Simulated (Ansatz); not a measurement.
# 1T-SnSe2 bilayer (AB) in a perpendicular field, part 2 of 2

What dipole does a perpendicular field induce in the 1T-SnSe2 bilayer (AB), and does the gap follow? A positive field points along +c.

Ansatz 0.2.0; plane-wave DFT, PBE-D3(BJ), Ansatz PAW (the session's first sound run).

So far, gap along the path (eV): step 3 (single point, field 0, start network) 0.473; step 5 (field -0.05 V/Å) 0.469; step 6 (field 0.1 V/Å) 0.456; step 7 (field 0.2 V/Å) 0.415; step 8 (field 0.3 V/Å) 0.362.

### 9. Response, atoms held

This step: plane-wave DFT, PBE-D3(BJ), Ansatz PAW; response to a field along the normal, atoms held (Ansatz 0.2.0).

The dipoles give the slope, and the difference of two potentials shows where the field is screened.

Numbers from this step:

- equivalent conductor thickness p/(ε₀AE): 10.71 Å
- distance between the outer atoms: 9.421 Å

The dipole of the cell by applied field:

```
applied field (V/Å)  dipole of the cell (e·Å)
             -0.050                   -0.0376
              0.000                   -1.2e-6
              0.050                    0.0376
              0.100                    0.0751
              0.200                     0.150
              0.300                     0.225
```

Local field over the applied field, running mean. From the potentials at -0.05 and 0.05 V/Å; running mean over 2.5 Å. Local field over applied field against z:

```
z (Å)  local field over applied field
  4.5                           0.999
  5.0                           0.996
  5.5                           0.988
  6.0                           0.965
  6.5                           0.911
  7.0                           0.803
  7.5                           0.645
  8.0                           0.467
  8.5                           0.290
  9.0                           0.152
  9.5                          0.0797
 10.0                          0.0527
 10.5                          0.0395
 11.0                          0.0441
 11.5                          0.0601
 12.0                          0.0918
 12.5                           0.156
 13.0                           0.229
 13.5                           0.268
 14.0                           0.265
 14.5                           0.219
 15.0                           0.144
 15.5                          0.0850
 16.0                          0.0571
 16.5                          0.0423
 17.0                          0.0405
 17.5                          0.0557
 18.0                          0.0865
 18.5                           0.170
 19.0                           0.317
 19.5                           0.495
 20.0                           0.672
 20.5                           0.823
 21.0                           0.923
 21.5                           0.970
 22.0                           0.990
 22.5                           0.997
 23.0                           0.999
```

Electrons, planar mean, per unit field. Induced electron density against z:

z (Å), induced electron density (e/Å³ per V/Å) and a bar from the least value:
```
      4.5    0.00001 ###############
      5.0    0.00002 ###############
      5.5    0.00005 ###############
      6.0    0.00016 ################
      6.5    0.00045 #################
      7.0    0.00114 ####################
      7.5    0.00247 ##########################
      8.0    0.00351 ##############################
      8.5    0.00199 #######################
      9.0    0.00097 ###################
      9.5    0.00040 #################
     10.0   -0.00100 ###########
     10.5   -0.00022 ##############
     11.0    0.00083 ##################
     11.5    0.00030 ################
     12.0   -0.00072 ############
     12.5   -0.00114 ##########
     13.0   -0.00191 #######
     13.5   -0.00088 ###########
     14.0    0.00119 ####################
     14.5    0.00181 #######################
     15.0    0.00107 ###################
     15.5    0.00066 ##################
     16.0   -0.00057 ############
     16.5   -0.00067 ############
     17.0    0.00038 #################
     17.5    0.00088 ###################
     18.0   -0.00060 ############
     18.5   -0.00106 ##########
     19.0   -0.00230 #####
     19.5   -0.00345 
     20.0   -0.00223 #####
     20.5   -0.00100 ###########
     21.0   -0.00038 #############
     21.5   -0.00014 ##############
     22.0   -0.00005 ###############
     22.5   -0.00001 ###############
     23.0    0.00000 ###############
```

The smaller of the gaps on the path and on the k-mesh, counted as 0 under 0.03 eV. The gap by applied field:

```
applied field (V/Å)  gap (eV)
             -0.050     0.469
              0.000     0.473
              0.050     0.469
              0.100     0.456
              0.200     0.415
              0.300     0.362
```

By hand: between -0.05 and 0.05 V/Å the dipole changes by 0.07511 e·Å, a slope of 0.7511 e·Å²/V. A perfect conductor of thickness t has p = ε₀AEt, so t = 180.95 × 0.7511 / 12.690 = 10.71 Å (e/ε₀ = 180.95 V·Å, A in Å²).

The induced dipole is that of a conductor 10.71 Å thick.

### 10. Varying the input

This step: plane-wave DFT, PBE-D3(BJ), Ansatz PAW, but for the change named below (Ansatz 0.2.0).

A run with a changed input: it repeats the earlier run at 0.05 V/Å with scf.occupations.method from fermi_dirac to cold, scf.occupations.width from 0.02585 to 0.025 and hamiltonian.dispersion from d3bj to d3bjatm.

File input.yaml:

```yaml
crystal:
  lattice:
    - [3.8279161346, 0.0, 0.0]
    - [-1.9139580673, 3.3150726161, 0.0]
    - [0.0, 0.0, 27.4209441344]
  atoms:
    - { symbol: Se, position: [0.6666666667, 0.3333333333, 0.3282162699] }
    - { symbol: Sn, position: [0.0, 0.0, 0.38647665] }
    - { symbol: Se, position: [0.3333333333, 0.6666666667, 0.444707858] }
    - { symbol: Se, position: [0.0, 0.0, 0.555292142] }
    - { symbol: Sn, position: [0.3333333333, 0.6666666667, 0.61352335] }
    - { symbol: Se, position: [0.6666666667, 0.3333333333, 0.6717837301] }
kpoints:
  mp_grid: { grid: [12, 12, 1] }
  band_path:
    path: [[0, 0, 0], [0.5, 0, 0], [0.33333333, 0.33333333, 0], [0, 0, 0]]
    npoints: 16
hamiltonian:
  xc: pbe
  dispersion: d3bjatm
scf:
  occupations: { method: cold, width: 0.025 }
  convergence: { dr2_threshold: 1.0e-10 }
efield:
  axis: 3
  dipole_correction: true
  ramp_position: 0.97
  ramp_width: 0.06
  amplitude: 0.05
output:
  write_potential: true
  write_density: true
  volumetric_format: npy
```

Launch:

```
$ ansatz run input.yaml --threads 4 --pin off --max-ram 6144MiB --backend cpu --events-out ev --progress --plain --runs-dir out
```

Wall time 15 s (4 threads of Intel Xeon 6975P-C (Granite Rapids), shared host); peak memory 1 GiB.

This step gave:

| Quantity | Value |
| --- | --- |
| gap on the k-mesh | 0.4763 eV |
| dipole along the normal | 0.03756 e·Å |
| gap along the path | 0.4686 eV |
| smallest direct gap along the path | 0.7758 eV |
| gap, the smaller of path and mesh | 0.4686 eV |

Electronic bands along the path, in eV, zero at the Fermi level of the run, which the smearing sets inside the gap:

```
  point  band 43  band 44  band 45  band 46  band 47  band 48  band 49  band 50
      Γ    -0.43    -0.43    -0.34    -0.34     1.04     1.85     2.82     2.87
halfway    -1.48    -0.68    -0.51    -0.33     1.42     1.63     3.64     4.08
      M    -1.41    -0.77    -0.71    -0.56     0.22     0.72     3.65     3.80
halfway    -1.42    -1.33    -1.01    -0.75     1.01     1.49     4.50     4.56
      K    -1.34    -1.26    -1.22    -1.04     1.52     1.56     4.45     4.87
halfway    -1.39    -1.09    -1.06    -0.42     1.72     2.00     4.26     4.51
      Γ    -0.43    -0.43    -0.34    -0.34     1.04     1.85     2.82     2.87
```

```
                               quantity  this run  earlier run  difference
          dipole along the normal (e·Å)   0.03756      0.03756     -9.1e-7
                gap along the path (eV)    0.4686       0.4686     -4.0e-6
smallest direct gap along the path (eV)    0.7758       0.7758     -2.0e-6
```

Nothing in the table moves by 0.01 in its unit (for the dipole 0.5 % and 5e-5 e·Å).

### 11. The same run with other settings

Another changed input: it repeats the earlier run at 0.05 V/Å with kpoints.mp_grid.grid from [12, 12, 1] to [18, 18, 1] and hamiltonian.xc from pbe to pbesol.

Edit input.yaml of step 10 so:

```diff
@@ -13,3 +13,3 @@
 kpoints:
-  mp_grid: { grid: [12, 12, 1] }
+  mp_grid: { grid: [18, 18, 1] }
   band_path:
@@ -18,6 +18,6 @@
 hamiltonian:
-  xc: pbe
-  dispersion: d3bjatm
+  xc: pbesol
+  dispersion: d3bj
 scf:
-  occupations: { method: cold, width: 0.025 }
+  occupations: { method: fermi_dirac, width: 0.02585 }
   convergence: { dr2_threshold: 1.0e-10 }
```

It took 24 s on 4 threads; peak memory 1.2 GiB.

This step gave:

```
dipole along the normal            : 0.03765 e·Å
gap along the path                 : 0.3999 eV
smallest direct gap along the path : 0.7114 eV
gap, the smaller of path and mesh  : 0.3999 eV
```

Electronic bands along the path, in eV, zero at the Fermi level of the run, which the smearing sets inside the gap:

```
  point  band 43  band 44  band 45  band 46  band 47  band 48  band 49  band 50
      Γ    -0.40    -0.40    -0.31    -0.31     1.01     1.84     2.74     2.79
halfway    -1.46    -0.66    -0.48    -0.30     1.39     1.61     3.59     4.04
      M    -1.39    -0.75    -0.69    -0.53     0.18     0.69     3.58     3.74
halfway    -1.41    -1.32    -0.99    -0.73     0.99     1.48     4.45     4.52
      K    -1.33    -1.24    -1.21    -1.02     1.51     1.55     4.40     4.84
halfway    -1.38    -1.07    -1.04    -0.39     1.71     1.99     4.21     4.48
      Γ    -0.40    -0.40    -0.31    -0.31     1.01     1.84     2.74     2.79
```

```
                               quantity  this run  earlier run  difference
          dipole along the normal (e·Å)   0.03765      0.03756      8.8e-5
                gap along the path (eV)    0.3999       0.4686      -0.069
smallest direct gap along the path (eV)    0.7114       0.7758      -0.064
```

What moves beyond 0.01 in its unit (for the dipole 0.5 % and 5e-5 e·Å): gap along the path (-0.0687 eV) and smallest direct gap along the path (-0.0643 eV).

### 12. Summary of results

```
gap without field                          : 0.473 eV
ionisation energy, upper face              : 5.94 eV
electron affinity, upper face              : 5.46 eV
equivalent conductor thickness, atoms held : 10.7 Å
```

**Reading.** The induced dipole equals that of a perfect conductor 10.71 Å thick, while the outer atoms lie 9.42 Å apart; an out-of-plane ε follows only once a thickness t is chosen, by 1 − 1/ε = 10.71 Å / t. The gap goes from 0.47 eV to 0.36 eV at 0.3 V/Å. Semilocal functionals give gaps that are too small, and excitons are not included. Spin-orbit coupling is left out, which matters for the bands of elements this heavy.

[Logs are printed without paths, hosts, clocks, repeated set-up lines and the standing remarks that a program may print on its own settings, such as how far it seeks lower states.]

[Hosts, paths, dates, database ids (printed as entryN), source tags and the programs' standing remarks are cut or masked in the printed files.]

[Maps of the electrostatic potential energy from Ansatz leave out the sawtooth potential of an applied field or a dipole correction, so their vacuum need not be flat; planar profiles and work functions include it.]
